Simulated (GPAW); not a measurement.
# Work function of a 8-layer slab of Ir(100) at several levels, part 2 of 2

Wanted: work functions and dipole of a 8-layer slab of Ir(100), with the cost of each level.

GPAW 26.7.0; GPAW, PAW setups; slab in vacuum, relaxation (the session's first sound run).

So far, upper work function (eV): step 2 (relaxation, PBE, GPAW) 5.54; step 6 (self-consistent run: xc = "revPBE") 5.41; step 7 (self-consistent run: xc = "RPBE") 5.39; step 8 (OptPBE vdW: xc = "optPBE-vdW", GPAW, PAW setups, GPAW) 5.70; step 9 (real-space grid: mode = "fd", PBE, GPAW) 5.54.

### Step 10. Atomic orbitals: mode = "lcao"

Atom-centred orbitals end a few angstrom from the surface, which tests how much the density's tail matters.

run.py reads:

```python
import json
import numpy as np
from ase import Atoms
from gpaw import GPAW

slab = Atoms(
    ['Ir', 'Ir', 'Ir', 'Ir', 'Ir', 'Ir', 'Ir', 'Ir'],
    positions=[
        [1.35765, 1.35765, 8.00000],
        [0.00000, 0.00000, 9.92000],
        [1.35765, 1.35765, 11.84000],
        [0.00000, 0.00000, 13.76000],
        [1.35765, 1.35765, 15.70623],
        [0.00000, 0.00000, 17.64936],
        [1.35765, 1.35765, 19.61277],
        [-0.00000, 0.00000, 21.45720]],
    cell=[[2.71529, 0.0, 0.0], [0.0, 2.71529, 0.0], [0.0, 0.0, 29.44]],
    pbc=[True, True, False])

slab.calc = GPAW(mode='lcao', basis='dzp', h=0.18, xc='PBE', kpts={'size': (12, 12, 1), 'gamma': True},
                 occupations={'name': 'fermi-dirac', 'width': 0.1}, nbands='120%',
                 convergence={'density': 1e-05}, maxiter=200,
                 poissonsolver={'dipolelayer': 'xy'},
                 symmetry={'tolerance': 1e-3}, txt='slab.txt')
result = {}
energy = slab.get_potential_energy()
fermi = slab.calc.get_fermi_level()
v = slab.calc.get_electrostatic_potential().mean((0, 1)) - fermi
n = slab.calc.get_pseudo_density().mean((0, 1))
L = slab.cell[2, 2]
z = np.arange(len(v)) * L / len(v)
low, high = slab.positions[:, 2].min(), slab.positions[:, 2].max()
below, above = np.interp([low - 5.8, high + 5.8], z, v)
slopes = [np.interp(x, z, np.gradient(v, z)) for x in (low - 5.8, high + 5.8)]
eps = np.array([[slab.calc.get_eigenvalues(k, s) for k in range(len(slab.calc.get_ibz_k_points()))]
                for s in range(slab.calc.get_number_of_spins())]) - fermi
top, bottom = eps[eps < 0].max(), eps[eps > 0].min()
dipole = slab.get_dipole_moment()[2]
print(f'energy {energy:.4f} eV, Fermi level {fermi:.4f} eV, dipole {dipole:.5f} e A')
print(f'potential 5.8 A off the faces, from the Fermi level: lower {below:.4f} eV, upper {above:.4f} eV')
print(f'slope of the potential there: lower {slopes[0]:.5f}, upper {slopes[1]:.5f} eV/A')
print(f'nearest levels on the mesh: {top:.4f} and {bottom:.4f} eV')
print('magnetic moment', round(slab.get_magnetic_moment(), 3))
result.update(energy=energy, fermi=fermi, dipole=dipole, below=below, above=above, slopes=slopes, edges=[top, bottom],
              z=z.tolist(), v=v.tolist(), n=n.tolist(), positions=slab.positions.tolist(),
              forces=slab.get_forces(apply_constraint=False).tolist(), moments=slab.get_magnetic_moments().tolist())
json.dump(result, open('result.json', 'w'))
```

Launch:

```bash
> OMP_NUM_THREADS=1 OPENBLAS_NUM_THREADS=1 python run.py
```

It took 79 min on 1 thread of Intel Xeon Platinum 8488C (Sapphire Rapids), shared host; peak memory 0.69 GiB.

This step gave:

```
dipole along the normal                    : -2.42e-4 e·Å
levels nearest the Fermi level on the mesh : -5.72e-4, 0.007376 eV from the Fermi level
upper work function                        : 5.574 eV
lower work function                        : 5.568 eV
```

The electrostatic potential energy of an electron (without an applied field's), less the Fermi level, planar mean oscillates, so the rows of the table below give means over windows of 1.93 Å about each position, cut where the curve ends. Its maxima inside the range that stand out by 2 % of the span (Å: eV): 9.0: -4.47, 10.9: -4.79, 12.8: -4.82, 14.7: -4.37, 16.7: -4.41, 18.7: -4.20, 20.6: -5.69. Its minima: 8.0: -26.1, 9.9: -26.6, 11.8: -26.8, 13.7: -26.7, 15.7: -26.7, 17.7: -26.6, 19.7: -26.7, 21.4: -25.6.

The electrostatic potential energy of an electron (without an applied field's), less the Fermi level, planar mean by z; means over each step:

```csv
z (Å),"electrostatic potential energy of an electron (without an applied field's), less the Fermi level, planar mean (eV)"
0.96,5.57
2.90,5.57
4.83,5.53
6.76,-0.349
8.69,-14.6
10.62,-14.9
12.55,-15.0
14.48,-14.6
16.41,-14.7
18.34,-14.3
20.27,-15.8
22.20,-8.13
24.13,5.44
26.06,5.57
27.99,5.57
```

The upper face's work function is 5.574 eV, against 5.539 eV in the first plane-wave PBE run at this geometry.

### Step 11. All levels side by side

Times are for 1 thread of Intel Xeon Platinum 8488C (Sapphire Rapids), shared host. The series side by side:

```csv
no.,run,upper work function (eV),lower work function (eV),time,memory (GiB)
1,pw,5.539,5.538,6.1 min,0.38
2,vdW DF2,5.811,5.808,6.8 min,0.52
3,LDA,5.885,5.887,9.3 min,0.38
4,revPBE,5.407,5.405,5.9 min,0.38
5,RPBE,5.388,5.386,6 min,0.38
6,optPBE vdW,5.699,5.697,5.8 min,0.52
7,fd,5.540,5.539,56 min,2.6
8,lcao,5.574,5.568,79 min,0.69
```

### Step 12. Side by side

Results and costs are gathered.

This step: comparison of work functions, dipole and cost (GPAW 26.7.0).

Ladder, by row:

```csv
step,code,"work function, upper (eV)","work function, lower (eV)",dipole (e Å),wall time (s),peak memory (GiB),threads
pw,GPAW,5.539,5.538,1.20e-5,367.9,0.38,1
vdW-DF2,GPAW,5.811,5.808,-3.46e-5,405.9,0.52,1
LDA,GPAW,5.885,5.887,1.53e-4,560.4,0.38,1
revPBE,GPAW,5.407,5.405,-1.43e-5,356.7,0.38,1
RPBE,GPAW,5.388,5.386,-5.10e-6,357.9,0.38,1
optPBE-vdW,GPAW,5.699,5.697,-4.59e-5,350.3,0.52,1
fd,GPAW,5.54,5.539,-3.02e-5,3337,2.6,1
lcao,GPAW,5.574,5.568,-2.42e-4,4750,0.69,1
```

### Step 13. A changed run

One more run, with changed settings.

This step: GPAW, PAW setups; slab in vacuum (GPAW 26.7.0).

run.py: that of step 10 with these lines changed.

```diff
@@ -19,5 +19,5 @@
 
-slab.calc = GPAW(mode='lcao', basis='dzp', h=0.18, xc='PBE', kpts={'size': (12, 12, 1), 'gamma': True},
-                 occupations={'name': 'fermi-dirac', 'width': 0.1}, nbands='120%',
-                 convergence={'density': 1e-05}, maxiter=200,
+slab.calc = GPAW(mode='fd', h=0.4, xc='PBE', kpts={'size': (12, 12, 1), 'gamma': True},
+                 occupations={'name': 'fermi-dirac', 'width': 0.1}, nbands='160%',
+                 convergence={'density': 1e-05}, maxiter=100,
                  poissonsolver={'dipolelayer': 'xy'},
```

The job ended after 6.3 min (1 thread; peak memory 0.4 GiB).

The run finished. A setting was moved off its sound value on purpose, so it serves as a test and not as the result.

The fault put into the input: a grid far too coarse (mode = "fd" and h = 0.4).

Side by side:

```csv
quantity,this run,sound run,difference
upper work function (eV),5.5142,5.5392,-0.0250
lower work function (eV),5.4950,5.5381,-0.0431
```

The two runs differ clearly in the lower work function: 5.50 eV against 5.54 eV.

### Step 14. Results

```
work function, both faces : 5.54 eV
dipole along the normal   : 1.2e-5 e Å, near the numerical noise
```

In words: With plane waves and PBE the work function is 5.54 eV on the upper face and 5.54 eV on the lower. The measured value for this face is 5.96 eV (as compiled in "Anisotropic work function of elemental crystals", 2019, arxiv:1902.07811); the relaxed upper face lies 0.42 eV under it with PBE, and LDA comes nearest (5.88 eV). Measured work functions scatter by a tenth of an eV or more between methods. The clean face reconstructs (W and Mo (100) only when cold), while this slab is an unreconstructed 1×1 cell, so the two are not the same surface. Over the sound runs of the table the upper face's work function spans 5.388 (RPBE) to 5.885 eV (LDA). The in-plane lattice was kept as typed, which isn't the functional's own and leaves some strain; spin-orbit coupling and temperature are left out.

[Logs are printed without paths, hosts, clocks, repeated set-up lines and the standing remarks that a program may print on its own settings, such as how far it seeks lower states.]

[Hosts, paths, dates, database ids (printed as entryN), source tags and the programs' standing remarks are cut or masked in the printed files.]
